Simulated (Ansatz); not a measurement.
## Dielectric function and optical constants of Ta

What colour and refractive index does Ta have at this level of theory?

Method: DFT, PBE, plane-wave PAW, default files, scalar-relativistic, independent-particle optical response without local fields, in Ansatz 0.2.0.

## Step 1: Starting point

Symmetry: Im-3m, No. 229, cubic system. Conventional cell: a = 3.303 Å, b = 3.303 Å, c = 3.303 Å, α = 90.00°, β = 90.00°, γ = 90.00°. Ta has 8 Ta at 2.86 Å nearest.

## Step 2: Ground state and bands

First the ground state: is it a metal or has it a gap?

This step: DFT, PBE, plane-wave PAW, default files, scalar-relativistic, ground state (Ansatz 0.2.0).

Contents of input.yaml:

```yaml
crystal:
  lattice:
    - [-1.65128, 1.65128, 1.65128]
    - [1.65128, -1.65128, 1.65128]
    - [1.65128, 1.65128, -1.65128]
  atoms:
    - { symbol: Ta, position: [0.0, 0.0, 0.0] }
kpoints:
  mp_grid: { grid: [10, 10, 10] }
  band_path:
    path:
      - [[0.0, 0.0, 0.0], [0.5, -0.5, 0.5], [0.0, 0.0, 0.5], [0.0, 0.0, 0.0], [0.25, 0.25, 0.25], [0.5, -0.5, 0.5]]
      - [[0.25, 0.25, 0.25], [0.0, 0.0, 0.5]]
    npoints: 8
scf:
  occupations: { method: fermi_dirac, width: 0.05 }
  n_extra_bands: 6
hamiltonian:
  xc: pbe
  pseudopotentials: { kind: paw }
output:
  forces: true
  stress: true
  populations: true
  write_bands: true
```

Command:

```bash
ansatz run input.yaml --threads 4 --pin off --max-ram 8192MiB --backend cpu --events-out ev --progress --plain --runs-dir out
```

Numbers of over 12 decimals in the logs are rounded to 6 here.

What it wrote:

```text
scf.n_extra_bands = 6 over 7 filled bands (N_el = 13.0): the run solves 13 bands
Engine: ansatz 0.2.0, x86_64-unknown-linux-gnu
Pseudopotentials: kind: paw
Pseudopotential: Ta, paw, valence charge 13, recommended cutoff 420 eV (normal), Ta.paw.azcp
Functional definition: PBE
  parameter kappa = 0.804
  parameter beta = 0.066725
  exchange = pbe_x(kappa = kappa, mu = beta*pi^2/3)
  correlation = pbe_c(beta = beta)
Crystal: 1 atoms, lattice volume = 18.010 Å³
Basis set: ecut = 420 eV, 369 PW (Γ), exchange–correlation on 40×40×40 points (8 copies of the dense FFT grid, shifted against one another)
Bands: 13, of which v1, the nominal top of the filled ones, is band 7 counted from 1 (6 counted from 0)
Symmetry: 48 space group operations
Space group: Im-3m (ITA 229), of the structure as read, at distance tolerance 2.6e-5 Å
k-points: 47 of 1000
Non-local potential: Ta, projectors of the file, l = 0: 3, l = 1: 2, l = 2: 2, l = 3: 1
PAW form: soft (Blöchl's): semilocal exchange-correlation on the pseudo side does not see the compensation charge
PAW one-centre angular grid: Ta, 590 points (default); XC on 64 Gauss nodes
Initial density: superposition of atomic densities (neutral atoms: chi_scale 0, normalization atom), corrected by the library's trained network
Initial wavefunctions: pseudopotential atomic-orbital guess
Functional: x = pbe(κ = 0.804, μ = 0.219515), c = pbe(β = 0.066725)
SCF iter   1: F=—  HF=-9932.250867 eV  |F-HF|=—  |Δ(HF+E_count)|=         —  Δρ=3.12e-3  dr2=1.00e-3  ethr=1.77e-3  ⟨swp⟩=5.9  Hψ=3381  notcnv=0  defer=10
preconditioner: auto → none  [metal: Δε(μ)=0.080 eV  Ē_g=11.336 eV  σ=0.050 eV  W_gap=0.37  n_scr=0 (ndim 8)  ℏωp=19.6 eV  f_vac=0.000  D(μ)=0.96/eV (n_scr^D=12)]
SCF iter   2: F=—  HF=-9932.250587 eV  |F-HF|=—  |Δ(HF+E_count)|=   2.80e-4  Δρ=1.67e-3  dr2=2.79e-4  ethr=7.70e-6  ⟨swp⟩=2.1  Hψ=1143  notcnv=0  defer=11
SCF iter   3: F=—  HF=-9932.250642 eV  |F-HF|=—  |Δ(HF+E_count)|=   5.44e-5  Δρ=3.18e-4  dr2=1.21e-5  ethr=2.15e-6  ⟨swp⟩=2.0  Hψ=648  notcnv=0  defer=11
SCF iter   4: F=—  HF=-9932.250640 eV  |F-HF|=—  |Δ(HF+E_count)|=   1.78e-6  Δρ=8.80e-5  dr2=4.40e-7  ethr=9.32e-8  ⟨swp⟩=2.4  Hψ=741  notcnv=0  defer=11
SCF iter   5: F=—  HF=-9932.250640 eV  |F-HF|=—  |Δ(HF+E_count)|=   6.09e-8  Δρ=3.54e-5  dr2=1.32e-7  ethr=3.38e-9  ⟨swp⟩=1.1  Hψ=553  notcnv=0  defer=11
SCF iter   6: F=-9932.250640 eV  HF=-9932.250640 eV  |F-HF|=3.31e-10  |Δ(HF+E_count)|=   5.00e-8  Δρ=1.49e-6  dr2=4.45e-10  ethr=7.69e-10  ⟨swp⟩=7.0  Hψ=2185  notcnv=0
SCF 1 converged in 6 iterations: F = -9932.250640 eV  dr2 = 4.45e-10
  greatest PAW one-centre occupation: 0.999 electrons in one spin orbital (limit 2), on the Ta atom at site 0 (counted from 0), in its partial waves of l = 0
NSCF: frozen V_eff on 50 k-points
SCF converged after 6 iterations
Free energy (F): -9932.250640 eV
Harris-Foulkes:  -9932.250640 eV  (|F-HF|=3.31e-10)
Internal energy: -9932.241918 eV  (E = F + TS)
E sigma→0 (E₀):  -9932.246279 eV
Entropy (-TS):   -0.008722 eV (-8.722 meV/atom)
Fermi energy:    18.654749 eV
--- Per-component energies (eV) ---
  E_band       = -103.592762
  E_kinetic    = 366.168419
  E_local      = -546.904805  (includes V_loc(G=0)·N_el)
  E_nonlocal   = 14.727811
  E_hartree    = 189.807163
  E_xc         = -218.568864
  E_vxc        = -204.185526  (∫ρ·V_xc dr)
  E_paw        = -8396.660361  (= ΣΔE_a)
  E_vpaw       = -113.012597  (= ΣTr[D̂ρ^β])
  E_aug_tail   = 0.000162  (compensation charges beyond the density's cutoff)
  E_ewald      = -1340.811443
  E_smearing   = -0.008722  (= −TS)
  E_closure    = 0.000000  (closes the sum)
  Σ components = -9932.250640   (vs F -9932.250640, Δ=0.00e0)
--- Forces (eV/Å), atoms counted from 1 ---
  atom   1  Ta     0.00000000     0.00000000     0.00000000
  max |Σ_I F_I| component: 2.88e-32 eV/Å
--- Stress (GPa, compression-positive) ---
        4.561524       0.000000      -0.000000
        0.000000       4.561524      -0.000000
       -0.000000       0.000000       4.561524
  P = ⅓ Tr σ = 4.5615 GPa (45.615 kbar)
--- Band table (eV; the first three rows and the last of 47) ---
  k-point 0: bands = [... 3 lower, -14.4129, 10.7422, 19.3593, 19.3593, 19.3593, 22.6367, 22.6367, 33.2648, ... 2 higher]
  k-point 1: bands = [... 3 lower, -14.4135, 11.1797, 19.0802, 19.2585, 19.7955, 22.2356, 22.6413, 33.6359, ... 2 higher]
  k-point 2: bands = [... 3 lower, -14.4152, 12.3347, 18.4310, 18.7968, 21.0586, 21.9375, 22.7206, 33.9863, ... 2 higher]
  k-point 46: bands = [... 3 lower, -15.2321, 14.8311, 14.8311, 25.4605, 25.4605, 25.4605, 27.2467, 27.2467, ... 2 higher]
--- Löwdin populations: 1 site ---
  site symbol       q [e]
     0     Ta     12.9066
  spilling = 0.007183 (of n_electrons = 13.000000)
```

Wall time 0.37 s (4 threads of Intel Xeon Platinum 8488C (Sapphire Rapids), shared host); peak memory 0.41 GiB; 0.93 s of CPU time.

This step gave:

* free energy: -9932.2506 eV
* Fermi energy: 18.65 eV
* electrons: 13
* symmetry operations: 48
* pressure: 4.562 GPa
* volume: 18.01 Å³
* gap on the path: 0 eV

There are states at the Fermi level within the smearing, so the occupations stay smeared and the carriers get a Drude term. The cell is left with a pressure of 4.6 GPa, as it stands unrelaxed at this level.

The electronic bands at the labelled points (eV, zero at the Fermi level; # counts the bands kept):

| point | #1 | #2 | #3 | #4 | #5 | #6 |
| --- | --- | --- | --- | --- | --- | --- |
| Γ | -7.91 | 0.70 | 0.70 | 0.70 | 3.98 | 3.98 |
| halfway | -3.73 | -0.96 | 1.23 | 1.23 | 3.17 | 5.01 |
| H | -3.82 | -3.82 | 6.81 | 6.81 | 6.81 | 8.59 |
| halfway | -2.96 | -1.92 | 1.09 | 1.71 | 7.27 | 7.93 |
| N | -4.39 | -1.57 | 1.57 | 3.86 | 4.89 | 7.77 |
| halfway | -5.63 | -0.58 | -0.11 | 3.30 | 3.39 | 4.17 |
| Γ | -7.91 | 0.70 | 0.70 | 0.70 | 3.98 | 3.98 |
| halfway | -4.56 | -1.03 | -1.03 | 4.07 | 4.07 | 5.34 |
| P | -1.25 | -1.25 | -1.25 | 5.07 | 5.07 | 7.07 |
| halfway | -1.72 | -1.72 | -1.52 | 4.43 | 4.43 | 9.42 |
| H | -3.82 | -3.82 | 6.81 | 6.81 | 6.81 | 8.59 |
| jump to P | -1.25 | -1.25 | -1.25 | 5.07 | 5.07 | 7.07 |
| halfway | -3.07 | -1.68 | 0.27 | 4.40 | 4.98 | 9.39 |
| N | -4.39 | -1.57 | 1.57 | 3.86 | 4.89 | 7.77 |

The electronic bands as a text plot (rows in eV, shown from -7.9 to 8.0 only):

```
    7.7 |          *     *****              *  * *          *   *
    7.0 |           *******   *                 *         **
    6.3 |          *       *   *                         *
    5.7 |        **   *     *                           *
    5.0 |    ****  *         **            * *******  ** * ******
    4.4 | ***   *      *       ****        **       **       **
    3.7 |**      **         ****** ********                    **
    3.0 |     **                 **
    2.4 |  ***  *       *  *      *                     *
    1.7 |                **  *     *    *                       *
    1.0 | ******         *  * *     ** *                      **
    0.4 |*****             *   *  *******             **
   -0.3 |                 *     ***      **                 **
   -1.0 |     **          **    *          *   ******      *
   -1.6 |                *  ****            **** *   *     ******
   -2.3 |       *                            **   *** **     *
   -2.9 |       ***     ***                 *           *
   -3.6 |     **   *****   *                             **   *
   -4.3 |                   ****           *                   **
   -4.9 |    *                  *
   -5.6 |                        *       **
   -6.3 |                         *
   -6.9 |  **                      *    *
   -7.6 |**                         ****
         Γ           H       N        Γ         P        H|P    N
```

## Step 3: Spectrum

With the density converged, the vertical transitions are summed over the zone.

This step: DFT, PBE, plane-wave PAW, default files, scalar-relativistic, independent-particle optical response without local fields (Ansatz 0.2.0).

input.yaml, the sections that differ from step 2:

```yaml
kpoints:
  mp_grid: { grid: [13, 13, 13] }
scf:
  occupations: { method: fermi_dirac, width: 0.05 }
output:
  optics:
    e_range: [0, 14]
    de: 0.05
    sigma: 0.1
    drude_damping: 0.05
    nscf_kmesh: { grid: [18, 18, 18] }
    bands: { spectra_wanted_up_to: 14 }
# crystal, hamiltonian: as in step 2
```

What it wrote:

```text
[...]
Crystal: 1 atoms, lattice volume = 18.010 Å³
Basis set: ecut = 420 eV, 369 PW (Γ)
Bands: 11, of which v1, the nominal top of the filled ones, is band 7 counted from 1 (6 counted from 0)
Symmetry: 48 space group operations
[...]
k-points: 84 of 2197
[...]
SCF iter   1: F=—  HF=-9932.253092 eV  |F-HF|=—  |Δ(HF+E_count)|=         —  Δρ=2.06e-3  dr2=2.06e-4  ethr=1.77e-3  ⟨swp⟩=5.8  Hψ=5335  notcnv=0
[...]
SCF iter   7: F=-9932.253047 eV  HF=-9932.253047 eV  |F-HF|=1.27e-11  |Δ(HF+E_count)|=  5.46e-12  Δρ=3.14e-7  dr2=5.14e-12  ethr=1.00e-12  ⟨swp⟩=3.2  Hψ=2136  notcnv=0
SCF 1 converged in 7 iterations: F = -9932.253047 eV  dr2 = 5.14e-12
[...]
NSCF: frozen V_eff on 195 k-points
output.optics: what the bands over the 17 summed would add to eps1, eps2 and the energy-loss function is held between a lower and an upper bound (5 Lanczos steps). eps1, eps2 and their loss function (loss_summed_bands) are given on every row as the summed bands alone make them. Along an axis, on a row where the two bounds hold the loss function to about 1 % of the greater of itself and 0.5 % of |1/eps|, its cell (loss_completed) is given, with the completed eps1 and eps2 that it is formed of (a cell that is left empty reads nan in the table and null in the record). The two bounds hold it so along every axis on all 280 rows up to 14.000 eV. [rest of the remark cut]
SCF converged after 7 iterations
Free energy (F): -9932.253047 eV
[...]
Internal energy: -9932.240656 eV  (E = F + TS)
E sigma→0 (E₀):  -9932.246852 eV
Entropy (-TS):   -0.012391 eV (-12.391 meV/atom)
Fermi energy:    18.613284 eV
[...]
--- Band table (eV; the first three rows and the last of 84) ---
  k-point 0: bands = [... 3 lower, -14.3868, 10.7426, 19.3735, 19.3735, 19.3735, 22.6488, 22.6488, 33.2634]
  k-point 1: bands = [... 3 lower, -14.3872, 11.0046, 19.2034, 19.3202, 19.6327, 22.3824, 22.6499, 33.4956]
  k-point 2: bands = [... 3 lower, -14.3883, 11.7374, 18.7676, 19.0677, 20.3944, 21.9989, 22.6791, 33.9537]
  k-point 83: bands = [... 3 lower, -15.1948, 14.9065, 14.9376, 24.6790, 24.6790, 25.3398, 26.8076, 28.1944]
```

The job ended after 4.8 s (4 threads; peak memory 0.87 GiB).

This step gave:

* main peak of the optical conductivity above 1 eV, first axis: 5.270 eV
* Drude plasma energy, first axis: 8.846 eV
* bands summed: 17
* spectra valid up to: 24.60 eV
* program's estimate of the k-sum error in Im epsilon: 0.43 %
* electrons in the f-sum: 11.67

Im ε, any direction against photon energy; read off at these points:

photon energy (eV), Im ε, any direction and a bar:
```
     0.50         35 ##############################
     1.00         10 #######
     1.50          9 ######
     2.00          8 ######
     2.50         13 ##########
     3.00         17 ##############
     3.25         18 ##############
     3.50         16 #############
     4.00         13 ##########
     4.50         13 ##########
     5.00         20 #################
     5.25         28 #######################
     5.50         22 ##################
     6.00         10 #######
     6.50          6 ####
     7.00          4 ##
     7.50          4 ##
     8.00          3 #
     8.50          4 ##
     9.00          5 ###
     9.50          4 ##
    10.00          3 #
    10.50          3 #
    11.00          2 #
    11.50          2 #
    12.00          2 
    12.50          2 
    13.00          2 
    13.50          2 
    14.00          2
```

The Re ε, any direction by photon energy:

| photon energy (eV) | Re ε, any direction |
| --- | --- |
| 0.5 | -293 |
| 1.0 | -58.9 |
| 1.5 | -18.3 |
| 2.0 | -1.07 |
| 2.5 | 5.67 |
| 3.0 | 4.34 |
| 3.5 | 1.04 |
| 4.0 | 1.48 |
| 4.5 | 4.59 |
| 5.0 | 5.59 |
| 5.5 | -11.1 |
| 6.0 | -11.2 |
| 6.5 | -8.42 |
| 7.0 | -5.52 |
| 7.5 | -3.76 |
| 8.0 | -2.43 |
| 8.5 | -1.28 |
| 9.0 | -1.81 |
| 9.5 | -2.39 |
| 10.0 | -2.28 |
| 10.5 | -2.07 |
| 11.0 | -1.75 |
| 11.5 | -1.40 |
| 12.0 | -1.36 |
| 12.5 | -1.24 |
| 13.0 | -0.880 |
| 13.5 | -0.555 |
| 14.0 | -0.605 |

The refractive index n and extinction k by photon energy:

| photon energy (eV) | n | k |
| --- | --- | --- |
| 0.5 | 1.02 | 17.1 |
| 1.0 | 0.651 | 7.70 |
| 1.5 | 0.977 | 4.39 |
| 2.0 | 1.91 | 2.17 |
| 2.5 | 3.17 | 2.10 |
| 3.0 | 3.30 | 2.56 |
| 3.5 | 2.93 | 2.75 |
| 4.0 | 2.71 | 2.42 |
| 4.5 | 3.03 | 2.14 |
| 5.0 | 3.65 | 2.78 |
| 5.5 | 2.56 | 4.20 |
| 6.0 | 1.38 | 3.62 |
| 6.5 | 0.981 | 3.06 |
| 7.0 | 0.848 | 2.50 |
| 7.5 | 0.837 | 2.11 |
| 8.0 | 0.885 | 1.79 |
| 8.5 | 1.22 | 1.67 |
| 9.0 | 1.25 | 1.84 |
| 9.5 | 1.10 | 1.90 |
| 10.0 | 0.935 | 1.78 |
| 10.5 | 0.867 | 1.68 |
| 11.0 | 0.805 | 1.55 |
| 11.5 | 0.836 | 1.45 |
| 12.0 | 0.811 | 1.42 |
| 12.5 | 0.745 | 1.34 |
| 13.0 | 0.747 | 1.20 |
| 13.5 | 0.894 | 1.16 |
| 14.0 | 0.899 | 1.19 |

The loss function −Im 1/ε at q → 0, any direction has structure finer than the step of the table below, so its rows give means over 0.5 eV, whole bins alone (the curve runs from 0.3 to 14 eV). Peaks (eV: height): 2.00: 0.119, 8.20: 0.250, 13.20: 0.495.

Loss function −Im 1/ε at q → 0, any direction against energy loss; means over each step:

energy loss (eV), loss function −Im 1/ε at q → 0, any direction and a bar:
```
      1.0      0.003 
      1.5      0.025 #
      2.0      0.099 ######
      2.5      0.066 ####
      3.0      0.055 ###
      3.5      0.062 ####
      4.0      0.074 #####
      4.5      0.067 ####
      5.0      0.045 ###
      5.5      0.037 ##
      6.0      0.045 ###
      6.5      0.056 ###
      7.0      0.085 #####
      7.5      0.136 #########
      8.0      0.205 #############
      8.5      0.223 ###############
      9.0      0.188 ############
      9.5      0.181 ############
     10.0      0.204 #############
     10.5      0.228 ###############
     11.0      0.267 #################
     11.5      0.308 ####################
     12.0      0.323 #####################
     12.5      0.366 ########################
     13.0      0.452 ##############################
     13.5      0.456 ##############################
```

Values under 1 per cm are given as 1. Absorption coefficient, any direction against photon energy:

photon energy (eV), log10 absorption coefficient, any direction (1/cm) and a bar from the least value:
```
    0.500        5.9 ############
    1.000        5.9 ##########
    1.500        5.8 #######
    2.000        5.6 
    2.500        5.7 ###
    3.000        5.9 ##########
    3.500        6.0 ##############
    4.000        6.0 ##############
    4.500        6.0 ##############
    5.000        6.1 #####################
    5.500        6.4 ##############################
    6.000        6.3 #############################
    6.500        6.3 ###########################
    7.000        6.2 #########################
    7.500        6.2 #######################
    8.000        6.2 #####################
    8.500        6.2 #####################
    9.000        6.2 ########################
    9.500        6.3 ##########################
   10.000        6.3 #########################
   10.500        6.3 #########################
   11.000        6.2 #########################
   11.500        6.2 ########################
   12.000        6.2 #########################
   12.500        6.2 ########################
   13.000        6.2 #######################
   13.500        6.2 #######################
   14.000        6.2 ########################
```

From ε follow the optical constants at some laser and lamp lines:

| wavelength (nm) | n | k | R (%) | 1/α |
| --- | --- | --- | --- | --- |
| 1064 | 0.77 | 6.302 | 92.8 | 13 nm |
| 633 | 1.75 | 2.280 | 45.2 | 22 nm |
| 532 | 2.88 | 2.004 | 39.6 | 21 nm |
| 450 | 3.35 | 2.389 | 45.6 | 15 nm |
| 365 | 3.03 | 2.774 | 49.4 | 10 nm |
| 248 | 3.65 | 2.781 | 50.3 | 7.1 nm |
| 193 | 1.04 | 3.132 | 70.3 | 4.9 nm |

A polished face would reflect 40 % of daylight and look faintly violet (CIE x = 0.308, y = 0.311 under D65).

## Step 4: What came out

```yaml
gap_on_the_path: 0 eV
main_peak_of_the_optical_conductivity_above_1_ev_first_axis: 5.27 eV
drude_plasma_energy_first_axis: 8.85 eV
```

At this level (PBE, independent particles) Ta is a metal with a Drude plasma energy of 8.8 eV; it reflects 39 % at 550 nm. Along x the bare Drude plasma energy is 8.8 eV; Re ε first rises through zero at 2.05 eV, far lower, because interband transitions screen the carriers. Im ε is 8.7 there, so the loss peak at that energy is weak. A polished face would reflect 40 % of daylight and look faintly violet (CIE x = 0.308, y = 0.311 under D65). In the base run ε includes the program's bounded estimate of what the bands above those summed add. The carriers' damping of 0.05 eV is typed, not computed; at 0.8 eV the carriers give 62 % of Im ε along the first axis; the rest comes from the sum over bands, which at low energy also holds close bands and the noise of the mesh. Spin-orbit coupling is left out although heavy atoms are present. The Fermi-Dirac width of 0.05 eV acts as an electron temperature of 580 K in the carriers' term.

[Logs are printed without paths, hosts, clocks, repeated set-up lines and the standing remarks that a program may print on its own settings, such as how far it seeks lower states.]

[Hosts, paths, dates, database ids (printed as entryN), source tags and the programs' standing remarks are cut or masked in the printed files.]
